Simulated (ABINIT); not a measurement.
# KCaF3 (Pm-3m): a self-consistent loop beyond G0W0, cycle by cycle

How far does self-consistency move the gap of KCaF3 (Pm-3m)?

Program: ABINIT 10.8.3. Level of theory: PBEsol and many-body steps on it, plane waves. Results are calculated unless marked as measured.

## (1) Starting point

The structure is cubic, space group Pm-3m (No. 221). Conventional cell: a = 4.482 Å, b = 4.482 Å, c = 4.482 Å, α = 90.00°, β = 90.00°, γ = 90.00°. K has 12 F at 3.17 Å nearest. Nearest to Ca lie 6 F at 2.24 Å. Nearest to F lie 2 Ca at 2.24 Å and 4 K at 3.17 Å. Farther neighbours and most contacts between anions are not listed.

The cell and positions are those that the Materials Project relaxed with its own functionals (PBE, PBE+U or r2SCAN), kept fixed.

## (2) Empty states on the mesh, 2×2×2 mesh, 85 bands

This step: ABINIT 10.8.3; DFT, PBEsol, plane waves, norm-conserving pseudopotentials.

The sums over transitions need many empty states on a uniform mesh; this step solves for them.

File run.abi:

```
acell 3*1.0 Angstrom
rprim 
  4.481726000000 0.000000000000 0.000000000000
  0.000000000000 4.481726000000 0.000000000000
  0.000000000000 0.000000000000 4.481726000000
ntypat 3
znucl 19 20 9
natom 5
typat 1 2 3 3 3
xred 
  0.500000000000 0.500000000000 0.500000000000
  0.000000000000 0.000000000000 0.000000000000
  0.000000000000 0.500000000000 0.000000000000
  0.000000000000 0.000000000000 0.500000000000
  0.500000000000 0.000000000000 0.000000000000
pp_dirpath "pseudos"
pseudos "K.upf, Ca.upf, F.upf"
ecut 36
ngkpt 2 2 2
nshiftk 1
shiftk 0 0 0
kptopt 1
chksymbreak 0
iscf -2
irdden 1
istwfk *1
nband 85
nbdbuf 6
tolwfr 1e-09
nstep 60
prtvol 0
indata_prefix "in"
outdata_prefix "out"
tmpdata_prefix "tmp"
```

On the command line:

```
$ OMP_NUM_THREADS=1 mpirun -n 4 abinit run.abi > log
```

Numbers of over 12 decimals in the logs are rounded to 6 here.

The program printed:

```text
.Version 10.8.3 of ABINIT. v10.8.2 released Aug 2026.

 Symmetries : space group Pm -3 m (#221); Bravais cP (primitive cubic)
[... echo of the input left out ...]
== DATASET  1 ==================================================================
-   mpi_nproc: 4, omp_nthreads: 1 (-1 if OMP is not activated)

--- !DatasetInfo
iteration_state: {dtset: 1, }
dimensions: {natom: 5, nkpt: 4, mband: 85, nsppol: 1, nspinor: 1, nspden: 1, mpw: 6302, }
cutoff_energies: {ecut:  36.0, pawecutdg:  -1.0, }
[...]
1.26544    1.27484    1.29406    1.29406    1.29406    1.38424    1.38424    1.38424
   1.41997    1.44827    1.44827    1.48281    1.48281    1.48281    1.51872    1.51872
   1.51872    1.55857    1.55857    1.55857    1.60793
 prteigrs : prtvol=0 or 1, do not print more k-points.

== END DATASET(S) ==============================================================
================================================================================

 -outvars: echo values of variables after computation  --------
            nband          85
             nkpt           4
          spgroup         221
 [... the other variables as echoed above ...]

 Calculation completed.
```

It took 38 s on 4 MPI ranks of Intel Xeon Platinum 8259CL at 2.50GHz (Skylake/Cascade Lake), shared host; peak memory 0.36 GiB.

Numbers from this step:

| Item | Value |
| --- | --- |
| gap | 6.057 eV |
| k of the valence top | 0.5, 0.5, 0.5 |
| k of the conduction bottom | 0, 0, 0 |
| least direct gap | 6.237 eV |
| k points computed | 4 |
| lowest point of the top converged band, above the valence top | 41.23 eV |

On this mesh the gap is 6.057 eV.

The density comes from a self-consistent run that is not shown.

## (3) Screening, 2×2×2 mesh, 79 bands, screening to 106.1 eV

The RPA dielectric matrix is built and inverted for each q.

This step: RPA screening on PBEsol, plane waves, norm-conserving pseudopotentials.

run.abi, as its differences from that of step 2:

```diff
@@ -23,10 +23,11 @@
 chksymbreak 0
-iscf -2
-irdden 1
 istwfk *1
-nband 85
-nbdbuf 6
-tolwfr 1e-09
-nstep 60
-prtvol 0
+occopt 1
+irdwfk 1
+optdriver 3
+nband 79
+ecuteps 3.9
+inclvkb 2
+awtr 1
+symchi 1
 indata_prefix "in"
```

The program printed:

```text
.Version 10.8.3 of ABINIT. v10.8.2 released Aug 2026.

 Symmetries : space group Pm -3 m (#221); Bravais cP (primitive cubic)
[... echo of the input left out ...]
== DATASET  1 ==================================================================
-   mpi_nproc: 4, omp_nthreads: 1 (-1 if OMP is not activated)

--- !DatasetInfo
iteration_state: {dtset: 1, }
dimensions: {natom: 5, nkpt: 4, mband: 79, nsppol: 1, nspinor: 1, nspden: 1, mpw: 6302, }
cutoff_energies: {ecut:  36.0, pawecutdg:  -1.0, }
electrons: {nelect:   4.00000000E+01, charge:   0.00000000E+00, occopt:   1.00000000E+00, tsmear:   1.00000000E-02, }

 SCREENING: Calculation of the susceptibility and dielectric matrices

 Based on a program developped by R.W. Godby, V. Olevano, G. Onida, and L. Reining.
 Incorporated in ABINIT by V. Olevano, G.-M. Rignanese, and M. Torrent.
.Using double precision arithmetic ; gwpc =  8

[... cell and pseudopotentials left out ...]
--------------------------------------------------------------------------------

 ==== K-mesh for the wavefunctions ====
 Number of points in the irreducible wedge :     4
[... list of points left out ...]
 Together with 48 symmetry operations and time-reversal symmetry
 yields     8 points in the full Brillouin Zone.

 ==== Q-mesh for the screening function ====
 Number of points in the irreducible wedge :     4
[... list of points left out ...]
 Together with 48 symmetry operations and time-reversal symmetry
 yields     8 points in the full Brillouin Zone.

 setmesh: FFT mesh size selected  =    32x   32x   32
          total number of points  =        32768

 vcoul_init : cutoff-mode = AUXILIARY_FUNCTION
 q-points for optical limit:   1
     1)      0.000010    0.000020    0.000030

- screening: taking advantage of time-reversal symmetry
- Maximum band index for partially occupied states nbvw = 20
- Remaining bands to be divided among processors   nbcw = 59
- Number of bands treated by each node ~14

 Number of electrons calculated from density =   40.0000; Expected =   40.0000
 average of density, n =  0.065846
 r_s =    1.5362
 omega_plasma =   24.7525 [eV]

 calculating chi0 at frequencies [eV] :
  1    0.000000E+00    0.000000E+00
  2    0.000000E+00    2.475252E+01

--------------------------------------------------------------------------------
  q-point number  1        q = ( 0.000000, 0.000000, 0.000000) [r.l.u.]
--------------------------------------------------------------------------------
[... chi0 elements left out ...]
 For q-point:  0.000010 0.000020 0.000030
  dielectric constant =   2.0007
  dielectric constant without local fields =   2.1592

  Average fulfillment of the sum rule on Im[epsilon] for q-point    1 :     38.80  [%]
[... wings left out ...]
  q-point number  2        q = ( 0.500000, 0.000000, 0.000000) [r.l.u.]
--------------------------------------------------------------------------------
[... chi0 elements left out ...]
  Average fulfillment of the sum rule on Im[epsilon] for q-point    2 :     46.26  [%]

 [... 2 further q-points ...]
```

The job ended after 30 s (4 MPI ranks; peak memory 0.86 GiB).

This step gave:

- ε∞ with local fields, on this mesh, along the program's q direction: 2.001
- the same without local fields: 2.159
- plasma frequency: 24.75 eV
- plane waves in the screening matrix: 251

Local fields lower ε∞ by 7 %. On a Γ-centred mesh this coarse the value itself is usually too large, while a short band sum pulls it down.

## (4) G0W0

The self-energy is evaluated for the states that the input lists, and the levels follow from it, in one-shot runs by the linearised quasiparticle equation.

This step: G0W0 on PBEsol, plane waves, norm-conserving pseudopotentials.

run.abi, as its differences from that of step 3:

```diff
@@ -26,8 +26,17 @@
 irdwfk 1
-optdriver 3
+optdriver 4
 nband 79
+gwcalctyp 0
+ecutsigx 36
+symsigma 1
+nkptgw 2
+kptgw 
+  0.5000000000 0.5000000000 0.5000000000
+  0.0000000000 0.0000000000 0.0000000000
+bdgw 
+  18 23
+  18 24
 ecuteps 3.9
-inclvkb 2
-awtr 1
-symchi 1
+irdscr 1
+ppmodel 1
 indata_prefix "in"
```

The program printed:

```text
.Version 10.8.3 of ABINIT. v10.8.2 released Aug 2026.

 Symmetries : space group Pm -3 m (#221); Bravais cP (primitive cubic)
[... echo of the input left out ...]
== DATASET  1 ==================================================================
-   mpi_nproc: 4, omp_nthreads: 1 (-1 if OMP is not activated)

--- !DatasetInfo
iteration_state: {dtset: 1, }
dimensions: {natom: 5, nkpt: 4, mband: 79, nsppol: 1, nspinor: 1, nspden: 1, mpw: 6302, }
cutoff_energies: {ecut:  36.0, pawecutdg:  -1.0, }
electrons: {nelect:   4.00000000E+01, charge:   0.00000000E+00, occopt:   1.00000000E+00, tsmear:   1.00000000E-02, }

 SIGMA: Calculation of the GW corrections

 Based on a program developped by R.W. Godby, V. Olevano, G. Onida, and L. Reining.
 Incorporated in ABINIT by V. Olevano, G.-M. Rignanese, and M. Torrent.
.Using double precision arithmetic ; gwpc =  8

[... cell and pseudopotentials left out ...]
--------------------------------------------------------------------------------

 ==== K-mesh for the wavefunctions ====
 Number of points in the irreducible wedge :     4
[... list of points left out ...]
 Together with 48 symmetry operations and time-reversal symmetry
 yields     8 points in the full Brillouin Zone.

 ==== Q-mesh for screening function ====
 Number of points in the irreducible wedge :     4
[... list of points left out ...]
 Together with 48 symmetry operations and time-reversal symmetry
 yields     8 points in the full Brillouin Zone.

 vcoul_init : cutoff-mode = AUXILIARY_FUNCTION
 q-points for optical limit:   1
     1)      0.000010    0.000020    0.000030
 setmesh: FFT mesh size selected  =    45x   45x   45
          total number of points  =        91125

 Number of electrons calculated from density =   40.0000; Expected =   40.0000
 average of density, n =  0.065846
 r_s =    1.5362
 omega_plasma =   24.7525 [eV]

 === KS Band Gaps ===
  >>>> For spin  1
   Minimum direct gap =   6.2372 [eV], located at k-point      :   0.0000  0.0000  0.0000
   Fundamental gap    =   6.0567 [eV], Top of valence bands at :   0.5000  0.5000  0.5000
                                       Bottom of conduction at :   0.0000  0.0000  0.0000
 SIGMA fundamental parameters:
 PLASMON POLE MODEL  1
 number of plane-waves for SigmaX                 6235
 number of plane-waves for SigmaC and W            251
 number of plane-waves for wavefunctions          6235
 number of bands                                    79
 number of independent spin polarizations            1
 number of spinorial components                      1
 number of k-points in IBZ                           4
 number of q-points in IBZ                           4
 number of symmetry operations                      48
 number of k-points in BZ                            8
 number of q-points in BZ                            8
 number of frequencies for dSigma/dE                 9
 frequency step for dSigma/dE [eV]                0.25
 number of omega for Sigma on real axis              0
 max omega for Sigma on real axis  [eV]           0.00
 zcut for avoiding poles [eV]                     0.10

 EPSILON^-1 parameters (SCR file):
 dimension of the eps^-1 matrix on file            251
 dimension of the eps^-1 matrix used               251
 number of plane-waves for wavefunctions          6235
 number of bands                                    79
 number of q-points in IBZ                           4
 number of frequencies                               2
 number of real frequencies                          1
 number of imag frequencies                          1

 matrix elements of self-energy operator (all in [eV])

 Perturbative Calculation

--- !SelfEnergy_ee
iteration_state: {dtset: 1, }
kpoint     : [   0.500,    0.500,    0.500, ]
spin       : 1
KS_gap     :    9.665
QP_gap     :   14.220
Delta_QP_KS:    4.555
data: !SigmaeeData |
     Band     E0 <VxcDFT>   SigX SigC(E0)      Z dSigC/dE  Sig(E)    E-E0       E
       18  -0.452 -22.095 -29.579   5.069   0.806  -0.240 -24.043  -1.948  -2.400
       19  -0.452 -22.095 -29.579   5.069   0.806  -0.240 -24.043  -1.948  -2.400
       20  -0.452 -22.095 -29.579   5.069   0.806  -0.240 -24.043  -1.948  -2.400
       21   9.213  -9.943  -4.578  -2.456   0.896  -0.116  -7.336   2.607  11.820
       22   9.213  -9.943  -4.578  -2.456   0.896  -0.116  -7.336   2.607  11.820
       23   9.213  -9.943  -4.578  -2.456   0.896  -0.116  -7.336   2.607  11.820

--- !SelfEnergy_ee
iteration_state: {dtset: 1, }
kpoint     : [   0.000,    0.000,    0.000, ]
spin       : 1
KS_gap     :    6.237
QP_gap     :    9.739
Delta_QP_KS:    3.502
data: !SigmaeeData |
     Band     E0 <VxcDFT>   SigX SigC(E0)      Z dSigC/dE  Sig(E)    E-E0       E
[...]
22   8.376 -12.906  -6.207  -2.764   0.883  -0.132  -9.430   3.475  11.851
       23   8.376 -12.906  -6.207  -2.764   0.883  -0.132  -9.430   3.475  11.851
       24   8.376 -12.906  -6.207  -2.764   0.883  -0.132  -9.430   3.475  11.851

== END DATASET(S) ==============================================================
================================================================================

 -outvars: echo values of variables after computation  --------
           etotal      0.0000000000E+00
            nband          79
             nkpt           4
          spgroup         221
 [... the other variables as echoed above ...]

 Calculation completed.
```

It took 19 s on 4 MPI ranks; peak memory 0.79 GiB.

Numbers from this step:

```
G0W0 gap on the points computed              : 9.529 eV
starting gap on the mesh                     : 6.057 eV
k of the valence top                         : 0.5, 0.5, 0.5
k of the conduction bottom                   : 0, 0, 0
Z at the valence top                         : 0.806
Z at the conduction bottom                   : 0.899
least direct G0W0 gap on the computed points : 9.739 eV
```

The gap on the mesh goes from 6.06 eV to 9.53 eV, a correction of +3.47 eV.

## (5) evGW0, cycle 1

This step: evGW0 on PBEsol, plane waves, norm-conserving pseudopotentials.

run.abi, as its differences from that of step 4:

```diff
@@ -28,12 +28,16 @@
 nband 79
-gwcalctyp 0
+gwcalctyp 10
 ecutsigx 36
 symsigma 1
-nkptgw 2
+nkptgw 4
 kptgw 
+  0.0000000000 0.0000000000 0.0000000000
+  0.5000000000 0.0000000000 0.0000000000
+  0.5000000000 0.5000000000 0.0000000000
   0.5000000000 0.5000000000 0.5000000000
-  0.0000000000 0.0000000000 0.0000000000
 bdgw 
-  18 23
-  18 24
+  12 26
+  12 26
+  12 26
+  12 26
 ecuteps 3.9
```

The program printed:

```text
.Version 10.8.3 of ABINIT. v10.8.2 released Aug 2026.

 Symmetries : space group Pm -3 m (#221); Bravais cP (primitive cubic)
[... echo of the input left out ...]
== DATASET  1 ==================================================================
-   mpi_nproc: 4, omp_nthreads: 1 (-1 if OMP is not activated)

--- !DatasetInfo
iteration_state: {dtset: 1, }
dimensions: {natom: 5, nkpt: 4, mband: 79, nsppol: 1, nspinor: 1, nspden: 1, mpw: 6302, }
cutoff_energies: {ecut:  36.0, pawecutdg:  -1.0, }
electrons: {nelect:   4.00000000E+01, charge:   0.00000000E+00, occopt:   1.00000000E+00, tsmear:   1.00000000E-02, }

 SIGMA: Calculation of the GW corrections

 Based on a program developped by R.W. Godby, V. Olevano, G. Onida, and L. Reining.
 Incorporated in ABINIT by V. Olevano, G.-M. Rignanese, and M. Torrent.
.Using double precision arithmetic ; gwpc =  8

[... cell and pseudopotentials left out ...]
--------------------------------------------------------------------------------

 ==== K-mesh for the wavefunctions ====
 Number of points in the irreducible wedge :     4
[... list of points left out ...]
 Together with 48 symmetry operations and time-reversal symmetry
 yields     8 points in the full Brillouin Zone.

 ==== Q-mesh for screening function ====
 Number of points in the irreducible wedge :     4
[... list of points left out ...]
 Together with 48 symmetry operations and time-reversal symmetry
 yields     8 points in the full Brillouin Zone.

 vcoul_init : cutoff-mode = AUXILIARY_FUNCTION
 q-points for optical limit:   1
     1)      0.000010    0.000020    0.000030
 setmesh: FFT mesh size selected  =    45x   45x   45
          total number of points  =        91125

 Number of electrons calculated from density =   40.0000; Expected =   40.0000
[...]
--- !SelfEnergy_ee
iteration_state: {dtset: 1, }
kpoint     : [   0.500,    0.500,    0.000, ]
spin       : 1
KS_gap     :    9.109
QP_gap     :   13.800
Delta_QP_KS:    4.690
data: !SigmaeeData |
     Band     E_DFT   <VxcDFT>   E(N-1)  <Hhartree>   SigX  SigC[E(N-1)]    Z     dSigC/dE  Sig[E(N)]  DeltaE  E(N)_pert E(N)_diago
[...]
--- !SelfEnergy_ee
iteration_state: {dtset: 1, }
kpoint     : [   0.500,    0.500,    0.500, ]
spin       : 1
KS_gap     :    9.665
QP_gap     :   14.220
Delta_QP_KS:    4.555
data: !SigmaeeData |
     Band     E_DFT   <VxcDFT>   E(N-1)  <Hhartree>   SigX  SigC[E(N-1)]    Z     dSigC/dE  Sig[E(N)]  DeltaE  E(N)_pert E(N)_diago
[...]
25     9.517   -15.717     9.517    25.235    -8.904    -2.578     0.865    -0.156   -12.054     3.663    13.180    13.752
       26     9.517   -15.717     9.517    25.235    -8.904    -2.578     0.865    -0.156   -12.054     3.663    13.180    13.752

 New Fermi energy :        8.146249E-02 Ha ,    2.216707E+00 eV

 === QP Band Gaps ===
  >>>> For spin  1
   Minimum direct gap =  10.3800 [eV], located at k-point      :   0.0000  0.0000  0.0000
   Fundamental gap    =  10.1687 [eV], Top of valence bands at :   0.5000  0.5000  0.5000
                                       Bottom of conduction at :   0.0000  0.0000  0.0000

 writing QP data on file : out_QPS

 Convergence of QP corrections
 >>>>> For spin  1 <<<<<
.  kptgw no:  1; Maximum DeltaE = (********   0.000) for band index: 11
.  kptgw no:  2; Maximum DeltaE = (  -2.135  -0.000) for band index: 13
.  kptgw no:  3; Maximum DeltaE = (  -2.145  -0.000) for band index: 12
.  kptgw no:  4; Maximum DeltaE = (  -2.200  -0.000) for band index: 15

== END DATASET(S) ==============================================================
================================================================================

 -outvars: echo values of variables after computation  --------
           etotal      0.0000000000E+00
            nband          79
             nkpt           4
          spgroup         221
 [... the other variables as echoed above ...]

 Calculation completed.
```

Run time: 65 s. Hardware: 4 MPI ranks; peak memory 1.1 GiB.

This step gave:

* quasiparticle gap on the mesh: 10.17 eV
* gap of the density functional on the mesh: 6.057 eV
* k of the valence top: 0.5, 0.5, 0.5
* k of the conduction bottom: 0, 0, 0
* Z at the valence top: 0.806
* Z at the conduction bottom: 0.899
* least direct quasiparticle gap on the computed points: 10.38 eV

Against G0W0 in ABINIT (2×2×2 mesh, 79 bands, screening to 106.1 eV, Godby-Needs plasmon pole), the gap moves by +0.640 eV. This first cycle still uses the starting levels; it takes the full correction, at all points of the mesh, and its linearised value is 9.529 eV.

## (6) evGW0, cycle 2

The corrected levels of the last cycle go back in.

run.abi, as its differences from that of step 5:

```diff
@@ -45,2 +45,3 @@
 ppmodel 1
+irdqps 1
 indata_prefix "in"
```

The program printed:

```text
.Version 10.8.3 of ABINIT. v10.8.2 released Aug 2026.

 Symmetries : space group Pm -3 m (#221); Bravais cP (primitive cubic)
[... echo of the input left out ...]
== DATASET  1 ==================================================================
-   mpi_nproc: 4, omp_nthreads: 1 (-1 if OMP is not activated)

--- !DatasetInfo
iteration_state: {dtset: 1, }
dimensions: {natom: 5, nkpt: 4, mband: 79, nsppol: 1, nspinor: 1, nspden: 1, mpw: 6302, }
cutoff_energies: {ecut:  36.0, pawecutdg:  -1.0, }
[...]
.  kptgw no:  2; Maximum DeltaE = (   0.066  -0.000) for band index: 15
.  kptgw no:  3; Maximum DeltaE = (   0.040   0.000) for band index: 14
.  kptgw no:  4; Maximum DeltaE = (   0.082   0.000) for band index: 13

== END DATASET(S) ==============================================================
================================================================================

 -outvars: echo values of variables after computation  --------
           etotal      0.0000000000E+00
            nband          79
             nkpt           4
          spgroup         221
 [... the other variables as echoed above ...]

 Calculation completed.
```

It took 66 s on 4 MPI ranks; peak memory 1.1 GiB.

This step gave:

- quasiparticle gap on the mesh: 10.08 eV
- gap of the density functional on the mesh: 6.057 eV
- k of the valence top: 0.5, 0.5, 0.5
- k of the conduction bottom: 0, 0, 0
- least direct quasiparticle gap on the computed points: 10.30 eV

Against the cycle before, the gap moves by −0.085 eV.

(Continued in part 2 of 3.)

[Paths, hosts, dates, memory and timing lines, banners, echoed tables and standing remarks are left out of the program output.]

[Logs are printed without paths, hosts, clocks, repeated set-up lines and the standing remarks that a program may print on its own settings, such as how far it seeks lower states.]

[Runs of the session that timed out or met a known fault of the program may be left out.]

[Hosts, paths, dates, database ids (printed as entryN), source tags and the programs' standing remarks are cut or masked in the printed files.]

[G0W0 gaps are taken among the corrected bands and points alone; a level outside them can change the order at an edge.]

[Where Ansatz stands beside ABINIT at settings called matched, ABINIT's density can come from a denser mesh and the files from another edition; pairs whose starting gaps differed by over 0.03 eV were left out, so agreement reads better than it is.]
